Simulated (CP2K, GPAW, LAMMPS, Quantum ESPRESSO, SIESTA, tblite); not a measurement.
# Amorphous Si0.7Ge0.3 (120 atoms) in CP2K, part 2 of 3

Wanted: CP2K inputs and outputs for amorphous Si0.7Ge0.3 (120 atoms), checked against a plane-wave reference.

Program: CP2K 2026.2; the method stands at each step. Banners, paths, timers and routine set-up lines are dropped from the logs unmarked, and long logs keep their key lines alone; longer cuts are marked.

So far. Step 2 (PBE, DZVP-MOLOPT-SR, 350/50 Ry, diagonalisation): Forces lie 16 % from the reference's, at 0.14 times its CPU time (on 4 against 8 cores). Step 3 (PBE, SZV-MOLOPT-SR, 350/50 Ry, diagonalisation): Against the first run (16 %), the force difference from the reference is 169 %, at 0.46 times the CPU time (on 1 against 4 cores), with 480 basis functions against 1560: the smaller basis costs accuracy.

## 4. PBE, TZV2P-UZH, 350/50 Ry, diagonalisation

Method: Kohn-Sham DFT, PBE, GTH-PBE pseudopotentials, Gaussian and plane waves, TZV2P-MOLOPT (UZH set), diagonalisation.

The input, input.inp:

```
&GLOBAL
  PROJECT cell
  RUN_TYPE ENERGY_FORCE
  PRINT_LEVEL LOW
&END GLOBAL
&FORCE_EVAL
  METHOD QS
  STRESS_TENSOR ANALYTICAL
  &DFT
    BASIS_SET_FILE_NAME BASIS_MOLOPT_UZH
    POTENTIAL_FILE_NAME POTENTIAL_UZH
    &MGRID
      CUTOFF 350
      REL_CUTOFF 50
    &END MGRID
    &QS
      EPS_DEFAULT 1.0E-12
    &END QS
    &SCF
      SCF_GUESS ATOMIC
      EPS_SCF 5.0E-06
      MAX_SCF 200
      ADDED_MOS 54
      &DIAGONALIZATION
        ALGORITHM STANDARD
      &END DIAGONALIZATION
      &SMEAR ON
        METHOD FERMI_DIRAC
        ELECTRONIC_TEMPERATURE [K] 580
      &END SMEAR
      &MIXING
        METHOD BROYDEN_MIXING
        ALPHA 0.15
        NBROYDEN 12
      &END MIXING
      &PRINT
        &RESTART OFF
        &END RESTART
      &END PRINT
    &END SCF
    &XC
      &XC_FUNCTIONAL PBE
      &END XC_FUNCTIONAL
    &END XC
    &PRINT
      &MULLIKEN ON
      &END MULLIKEN
      &HIRSHFELD ON
        SHAPE_FUNCTION DENSITY
      &END HIRSHFELD
      &MO ON
        EIGENVALUES T
        OCCUPATION_NUMBERS T
        MO_INDEX_RANGE 229 252
        &EACH
          QS_SCF 0
        &END EACH
        ADD_LAST NUMERIC
      &END MO
    &END PRINT
  &END DFT
  &SUBSYS
    &CELL
      A 13.77040 0.00000 0.00000
      B 0.00000 13.77040 0.00000
      C 0.00000 0.00000 13.77040
    &END CELL
    &COORD
      SCALED
[... 120 atom lines left out: the same atoms as in the first run ...]
    &END COORD
    &KIND Si
      BASIS_SET TZV2P-MOLOPT-PBE-GTH-q4
      POTENTIAL GTH-PBE-q4
    &END KIND
    &KIND Ge
      BASIS_SET TZV2P-MOLOPT-PBE-GTH-q4
      POTENTIAL GTH-PBE-q4
    &END KIND
  &END SUBSYS
  &PRINT
    &FORCES ON
    &END FORCES
    &STRESS_TENSOR ON
    &END STRESS_TENSOR
  &END PRINT
&END FORCE_EVAL
```

Launch:

```console
$ OMP_NUM_THREADS=1 mpirun -np 4 cp2k.psmp -i input.inp > output.txt
```

Numbers of over 12 decimals in the logs are rounded to 6 here.

The program printed:

```text
CP2K| version string:                                       CP2K version 2026.2
 CP2K| Input file name                                                 input.inp
 GLOBAL| Basis set file name                                    BASIS_MOLOPT_UZH
 GLOBAL| Potential file name                                       POTENTIAL_UZH
 GLOBAL| Run type                                                   ENERGY_FORCE
 GLOBAL| Total number of message passing processes                             4
 GLOBAL| Number of threads for this process                                    1
 TOTAL NUMBERS AND MAXIMUM NUMBERS
  Total number of            - Atomic kinds:                                   2
                             - Atoms:                                        120
[... lines left out ...]
                        Smear method:                                FERMI_DIRAC
[... lines left out ...]
 Number of electrons:                                                        480
[... lines left out ...]
  Step     Update method      Time    Convergence         Total energy    Change
[... lines left out ...]
  *** SCF run converged in    18 steps ***
[... lines left out ...]
  Fermi energy:                                                 0.172900
  Total energy:                                              -470.724554
  Total energy (extrapolated to T->0):                       -470.718441
[... lines left out ...]
 MO| E(Fermi):            0.172900 a.u.          4.704837 eV
[... lines left out ...]
 !-----------------------------------------------------------------------------!
 !-----------------------------------------------------------------------------!
                           Hirshfeld Charges
  #Atom  Element  Kind  Ref Charge     Population                    Net charge
      1       Si     1       4.000          4.007                        -0.007
      2       Si     1       4.000          3.984                         0.016
      3       Si     1       4.000          4.012                        -0.012
[...]
119       Ge     2       4.000          3.961                         0.039
    120       Ge     2       4.000          3.995                         0.005
  Total Charge                                                           -0.000
 !-----------------------------------------------------------------------------!
 ENERGY| Total FORCE_EVAL ( QS ) energy [hartree]           -470.724386
 FORCES| Atomic forces [hartree/bohr]
 FORCES|   Atom     x               y               z               |f|
 FORCES|      1  3.67819475E-03 -5.06537130E-03  2.43160994E-03   6.71564070E-03
 FORCES|      2  1.57070795E-03  9.65122897E-03 -5.47986651E-03   1.12090268E-02
 FORCES|      3 -3.95692270E-04  3.50530952E-03  1.83225903E-03   3.97503966E-03
[...]
FORCES|    119  8.62554217E-03 -9.17656534E-04 -1.08763665E-03   8.74214074E-03
 FORCES|    120 -3.91409467E-04 -4.97294886E-03 -1.38415796E-03   5.17680548E-03
 FORCES| Sum    -1.63455619E-07  9.27246104E-07  4.08868520E-07
 FORCES| Total atomic force                                       1.02648748E-06
 STRESS| Analytical stress tensor [bar]
 STRESS|                        x                   y                   z
 STRESS|      x       -2.07399035348E+02   7.46896912618E+02   5.49455285088E+03
 STRESS|      y        7.46896912618E+02  -9.63986830072E+03  -9.38162016610E+03
 STRESS|      z        5.49455285088E+03  -9.38162016610E+03  -1.84966079680E+04
 STRESS| 1/3 Trace                                            -9.44795843467E+03
```

Wall time 13 min (4 MPI ranks of Arm Neoverse N1, shared host); peak memory 7.8 GiB.

Compared with the plane-wave run:

```yaml
r_m_s_force_component: 0.2648 eV/Å
r_m_s_difference_of_force_components: 22.94 meV/Å
longest_difference_of_force_vectors: 67.87 meV/Å
force_difference_over_r_m_s_force: 8.899 %
slope_of_forces_against_the_reference_s: 1.024
correlation_of_force_components: 0.9965
pressure: -0.9448 GPa
pressure_difference: -0.0318 GPa
```

Against the first run (16 %), the force difference from the reference is 8.9 %, at 4.6 times the CPU time, with 3480 basis functions against 1560; this set comes with other potentials too, so the change isn't the basis's alone.

## 5. PBE, DZVP-MOLOPT (SR for Ge), 350/50 Ry, diagonalisation

Method: Kohn-Sham DFT, PBE, GTH-PBE pseudopotentials, Gaussian and plane waves, DZVP-MOLOPT-GTH, diagonalisation.

input.inp, as its differences from that of step 4:

```diff
@@ -9,4 +9,4 @@
   &DFT
-    BASIS_SET_FILE_NAME BASIS_MOLOPT_UZH
-    POTENTIAL_FILE_NAME POTENTIAL_UZH
+    BASIS_SET_FILE_NAME BASIS_MOLOPT
+    POTENTIAL_FILE_NAME GTH_POTENTIALS
     &MGRID
@@ -68,3 +68,2 @@
     &COORD
-      SCALED
 [... 120 atom lines left out: the same atoms as in the first run ...]
@@ -72,3 +71,3 @@
     &KIND Si
-      BASIS_SET TZV2P-MOLOPT-PBE-GTH-q4
+      BASIS_SET DZVP-MOLOPT-GTH-q4
       POTENTIAL GTH-PBE-q4
@@ -76,3 +75,3 @@
     &KIND Ge
-      BASIS_SET TZV2P-MOLOPT-PBE-GTH-q4
+      BASIS_SET DZVP-MOLOPT-SR-GTH-q4
       POTENTIAL GTH-PBE-q4
```

The program printed:

```text
CP2K| version string:                                       CP2K version 2026.2
 CP2K| Input file name                                                 input.inp
 GLOBAL| Basis set file name                                        BASIS_MOLOPT
 GLOBAL| Potential file name                                      GTH_POTENTIALS
[... lines left out ...]
 Number of electrons:                                                        480
[... lines left out ...]
  Step     Update method      Time    Convergence         Total energy    Change
[... lines left out ...]
  *** SCF run converged in    19 steps ***
[... lines left out ...]
  Fermi energy:                                                 0.173970
  Total energy:                                              -470.440610
  Total energy (extrapolated to T->0):                       -470.434479
[... lines left out ...]
 MO| E(Fermi):            0.173970 a.u.          4.733970 eV
[... lines left out ...]
 ENERGY| Total FORCE_EVAL ( QS ) energy [hartree]           -470.440555
[... lines left out ...]
 FORCES|      1  3.74408711E-03 -5.11306405E-03  2.62584655E-03   6.85978734E-03
 FORCES|      2  5.38910360E-04  8.82120780E-03 -5.88513029E-03   1.06178571E-02
 FORCES|      3  2.51135455E-04  3.31235794E-03  1.30395569E-03   3.56862502E-03
[...]
FORCES|    119  9.11288984E-03 -5.97794579E-04 -1.18442069E-03   9.20896151E-03
 FORCES|    120 -7.33559802E-04 -4.78996402E-03 -1.32960564E-03   5.02490960E-03
 FORCES| Sum    -3.29201226E-07  7.17192300E-07  7.50301278E-07
 FORCES| Total atomic force                                       1.08889405E-06
 STRESS| Analytical stress tensor [bar]
 STRESS|                        x                   y                   z
 STRESS|      x        3.18260630260E+03   6.79542732298E+02   5.80718552071E+03
 STRESS|      y        6.79542732298E+02  -6.88383002160E+03  -9.93616618879E+03
 STRESS|      z        5.80718552071E+03  -9.93616618879E+03  -1.60757736289E+04
 STRESS| 1/3 Trace                                            -6.59233244930E+03
```

It took 4 min on 4 MPI ranks; peak memory 5.1 GiB.

Compared with the plane-wave run:

- r.m.s. force component: 0.2756 eV/Å
- r.m.s. difference of force components: 47.07 meV/Å
- longest difference of force vectors: 176.4 meV/Å
- force difference over r.m.s. force: 18.26 %
- slope of forces against the reference's: 1.055
- correlation of force components: 0.9867
- pressure: -0.6592 GPa
- pressure difference: 0.2538 GPa

Against the first run (16 %), the force difference from the reference is 18 %, at 1.4 times the CPU time, with 1560 basis functions against 1560.

## 6. LDA, DZVP-MOLOPT-SR, 350/50 Ry, diagonalisation

Method: Kohn-Sham DFT, LDA, GTH-PADE pseudopotentials, Gaussian and plane waves, DZVP-MOLOPT-SR-GTH, diagonalisation.

input.inp, as its differences from that of step 5:

```diff
@@ -41,3 +41,3 @@
     &XC
-      &XC_FUNCTIONAL PBE
+      &XC_FUNCTIONAL PADE
       &END XC_FUNCTIONAL
@@ -67,8 +67,9 @@
     &END CELL
-    &COORD
-[... 120 atom lines left out: the same atoms as in the first run ...]
-    &END COORD
+    &TOPOLOGY
+      COORD_FILE_NAME structure.xyz
+      COORD_FILE_FORMAT XYZ
+    &END TOPOLOGY
     &KIND Si
-      BASIS_SET DZVP-MOLOPT-GTH-q4
-      POTENTIAL GTH-PBE-q4
+      BASIS_SET DZVP-MOLOPT-SR-GTH-q4
+      POTENTIAL GTH-PADE-q4
     &END KIND
@@ -76,3 +77,3 @@
       BASIS_SET DZVP-MOLOPT-SR-GTH-q4
-      POTENTIAL GTH-PBE-q4
+      POTENTIAL GTH-PADE-q4
     &END KIND
```

The input, structure.xyz:

```xyz
120

Si 9.66393 2.05592 1.93818
Si 10.43259 1.71139 5.64490
Si 7.35794 7.11751 2.36080
Si 4.58775 4.16169 8.48353
Si 6.48889 13.72000 11.41305
Si 7.53379 10.94526 6.28922
Si 0.50868 2.28327 3.43916
Si 11.27754 11.45023 2.31205
Si 13.21931 11.31335 8.45709
Si 10.05212 4.19501 3.00938
Si 0.41779 4.80022 12.44899
Si 3.82487 7.24585 2.94893
Si 13.15459 4.15728 0.66098
Si 3.95279 2.31164 9.89004
Si 12.61768 2.39991 5.11791
Si 13.71256 12.03519 1.82692
Si 13.17910 4.98626 9.10664
Si 3.94577 10.96799 5.75355
Si 2.74513 5.00003 5.11928
Si 11.33538 7.29432 2.17022
[... 96 atom lines left out ...]
Ge 9.24338 11.25854 8.10071
Ge 13.57045 1.65341 7.19848
Ge 3.10344 2.36025 12.32809
Ge 10.13970 9.05831 8.75963
```

The program printed:

```text
CP2K| version string:                                       CP2K version 2026.2
 CP2K| Input file name                                                 input.inp
 GLOBAL| Basis set file name                                        BASIS_MOLOPT
 GLOBAL| Potential file name                                      GTH_POTENTIALS
 GLOBAL| Run type                                                   ENERGY_FORCE
 GLOBAL| Total number of message passing processes                             4
 GLOBAL| Number of threads for this process                                    1
 TOTAL NUMBERS AND MAXIMUM NUMBERS
  Total number of            - Atomic kinds:                                   2
                             - Atoms:                                        120
[... lines left out ...]
                        Smear method:                                FERMI_DIRAC
[... lines left out ...]
 Number of electrons:                                                        480
[... lines left out ...]
  Step     Update method      Time    Convergence         Total energy    Change
[... lines left out ...]
  *** SCF run converged in    16 steps ***
[... lines left out ...]
  Fermi energy:                                                 0.163699
  Total energy:                                              -475.019408
  Total energy (extrapolated to T->0):                       -475.013206
[... lines left out ...]
 MO| E(Fermi):            0.163699 a.u.          4.454468 eV
[... lines left out ...]
 !-----------------------------------------------------------------------------!
 !-----------------------------------------------------------------------------!
                           Hirshfeld Charges
  #Atom  Element  Kind  Ref Charge     Population                    Net charge
      1       Si     1       4.000          4.007                        -0.007
      2       Si     1       4.000          3.983                         0.017
      3       Si     1       4.000          4.006                        -0.006
[...]
119       Ge     2       4.000          3.967                         0.033
    120       Ge     2       4.000          3.998                         0.002
  Total Charge                                                           -0.000
 !-----------------------------------------------------------------------------!
 ENERGY| Total FORCE_EVAL ( QS ) energy [hartree]           -475.019660
 FORCES| Atomic forces [hartree/bohr]
 FORCES|   Atom     x               y               z               |f|
 FORCES|      1  2.88623469E-03 -5.53202653E-03  1.47340332E-03   6.41128580E-03
 FORCES|      2  1.93638378E-03  7.10456971E-03 -4.38499214E-03   8.57045209E-03
 FORCES|      3 -2.50510186E-03  5.65854939E-04  2.98667924E-03   3.93903288E-03
[...]
FORCES|    119  6.52914630E-03 -2.39350066E-03 -1.53503137E-03   7.12144073E-03
 FORCES|    120 -1.94803543E-03 -8.29779298E-04 -2.17185244E-03   3.03320272E-03
 FORCES| Sum    -1.24357496E-07 -4.45942335E-09  1.85865376E-08
 FORCES| Total atomic force                                       1.25817855E-07
 STRESS| Analytical stress tensor [bar]
 STRESS|                        x                   y                   z
 STRESS|      x       -3.62313888809E+04   1.03437192974E+03   6.00789695719E+03
 STRESS|      y        1.03437192974E+03  -4.54688123444E+04  -9.75463852552E+03
 STRESS|      z        6.00789695719E+03  -9.75463852552E+03  -5.59782241083E+04
 STRESS| 1/3 Trace                                            -4.58928084446E+04
```

Wall time 2 min (4 MPI ranks); peak memory 4.8 GiB.

Against the reference:

| Quantity | Value |
| --- | --- |
| r.m.s. force component | 0.2495 eV/Å |
| r.m.s. difference of force components | 71.24 meV/Å |
| longest difference of force vectors | 288.1 meV/Å |
| force difference over r.m.s. force | 27.64 % |
| slope of forces against the reference's | 0.9303 |
| correlation of force components | 0.9611 |
| pressure | -4.589 GPa |
| pressure difference | -3.676 GPa |

Against the first run (16 %), the force difference from the reference is 28 %, at 0.73 times the CPU time; the model has changed, so this is no error of the program alone.

## 7. PBE, DZVP-MOLOPT-SR, 244/50 Ry, diagonalisation

Method: Kohn-Sham DFT, PBE, GTH-PBE pseudopotentials, Gaussian and plane waves, DZVP-MOLOPT-SR-GTH, diagonalisation.

input.inp, as its differences from that of step 6:

```diff
@@ -12,3 +12,3 @@
     &MGRID
-      CUTOFF 350
+      CUTOFF 244
       REL_CUTOFF 50
@@ -41,3 +41,3 @@
     &XC
-      &XC_FUNCTIONAL PADE
+      &XC_FUNCTIONAL PBE
       &END XC_FUNCTIONAL
@@ -67,9 +67,8 @@
     &END CELL
-    &TOPOLOGY
-      COORD_FILE_NAME structure.xyz
-      COORD_FILE_FORMAT XYZ
-    &END TOPOLOGY
+    &COORD
+[... 120 atom lines left out: the same atoms as in the first run ...]
+    &END COORD
     &KIND Si
       BASIS_SET DZVP-MOLOPT-SR-GTH-q4
-      POTENTIAL GTH-PADE-q4
+      POTENTIAL GTH-PBE-q4
     &END KIND
@@ -77,3 +76,3 @@
       BASIS_SET DZVP-MOLOPT-SR-GTH-q4
-      POTENTIAL GTH-PADE-q4
+      POTENTIAL GTH-PBE-q4
     &END KIND
```

Launch:

```console
$ OMP_NUM_THREADS=2 cp2k.psmp -i input.inp > output.txt
```

The program printed:

```text
CP2K| version string:                                       CP2K version 2026.2
 CP2K| Input file name                                                 input.inp
 GLOBAL| Basis set file name                                        BASIS_MOLOPT
 GLOBAL| Potential file name                                      GTH_POTENTIALS
 GLOBAL| Run type                                                   ENERGY_FORCE
 GLOBAL| Total number of message passing processes                             1
 GLOBAL| Number of threads for this process                                    2
[... lines left out ...]
                        Smear method:                                FERMI_DIRAC
[... lines left out ...]
 Number of electrons:                                                        480
[... lines left out ...]
  Step     Update method      Time    Convergence         Total energy    Change
[... lines left out ...]
  *** SCF run converged in    19 steps ***
[... lines left out ...]
  Fermi energy:                                                 0.173341
  Total energy:                                              -470.473198
  Total energy (extrapolated to T->0):                       -470.467031
[... lines left out ...]
 MO| E(Fermi):            0.173341 a.u.          4.716860 eV
[... lines left out ...]
    120       Ge     2       4.000          3.993                         0.007
  Total Charge                                                           -0.000
 !-----------------------------------------------------------------------------!
 ENERGY| Total FORCE_EVAL ( QS ) energy [hartree]           -470.473150
 FORCES| Atomic forces [hartree/bohr]
 FORCES|   Atom     x               y               z               |f|
 FORCES|      1  4.00342069E-03 -5.14640230E-03  2.95859724E-03   7.16003711E-03
 FORCES|      2  7.07989600E-04  9.51117545E-03 -5.68954813E-03   1.11056141E-02
 FORCES|      3  1.57524697E-04  3.31576420E-03  1.55599857E-03   3.66609299E-03
[...]
FORCES|    119  9.42953487E-03 -6.86528000E-04 -1.16446577E-03   9.52593455E-03
 FORCES|    120 -7.04963415E-04 -4.89600044E-03 -1.22584171E-03   5.09612418E-03
 FORCES| Sum     1.76479988E-06 -5.95686384E-07  1.23391457E-06
 FORCES| Total atomic force                                       2.23425738E-06
 STRESS| Analytical stress tensor [bar]
 STRESS|                        x                   y                   z
 STRESS|      x        4.40649089120E+03   7.58142438769E+02   5.81048062973E+03
 STRESS|      y        7.58142438769E+02  -5.42873367328E+03  -9.88005563275E+03
 STRESS|      z        5.81048062973E+03  -9.88005563275E+03  -1.43551549109E+04
 STRESS| 1/3 Trace                                            -5.12579923099E+03
```

It took 4.8 min on 2 threads; peak memory 2.3 GiB; 8.8 min of CPU time.

Compared with the plane-wave run:

```yaml
r_m_s_force_component: 0.2748 eV/Å
r_m_s_difference_of_force_components: 40.55 meV/Å
longest_difference_of_force_vectors: 139.1 meV/Å
force_difference_over_r_m_s_force: 15.73 %
slope_of_forces_against_the_reference_s: 1.056
correlation_of_force_components: 0.9904
pressure: -0.5126 GPa
pressure_difference: 0.4004 GPa
energy_less_the_same_level_run_s: -0.0008 meV/atom
r_m_s_force_difference_from_the_same_level_run: 0.006 meV/Å
```

Against the first run (16 %), the force difference from the reference is 16 %, at 0.79 times the CPU time (on 2 against 4 cores): the change moves forces by under 0.01 meV/Å r.m.s., so most of the difference comes from elsewhere.

(Continued in part 3 of 3.)

[Also dropped from logs without a mark: logging warnings of Python, and SIESTA's first energy breakdown and zero terms.]

[Logs are printed without paths, hosts, clocks, repeated set-up lines and the standing remarks that a program may print on its own settings, such as how far it seeks lower states.]

[Hosts, paths, dates, database ids (printed as entryN), source tags and the programs' standing remarks are cut or masked in the printed files.]
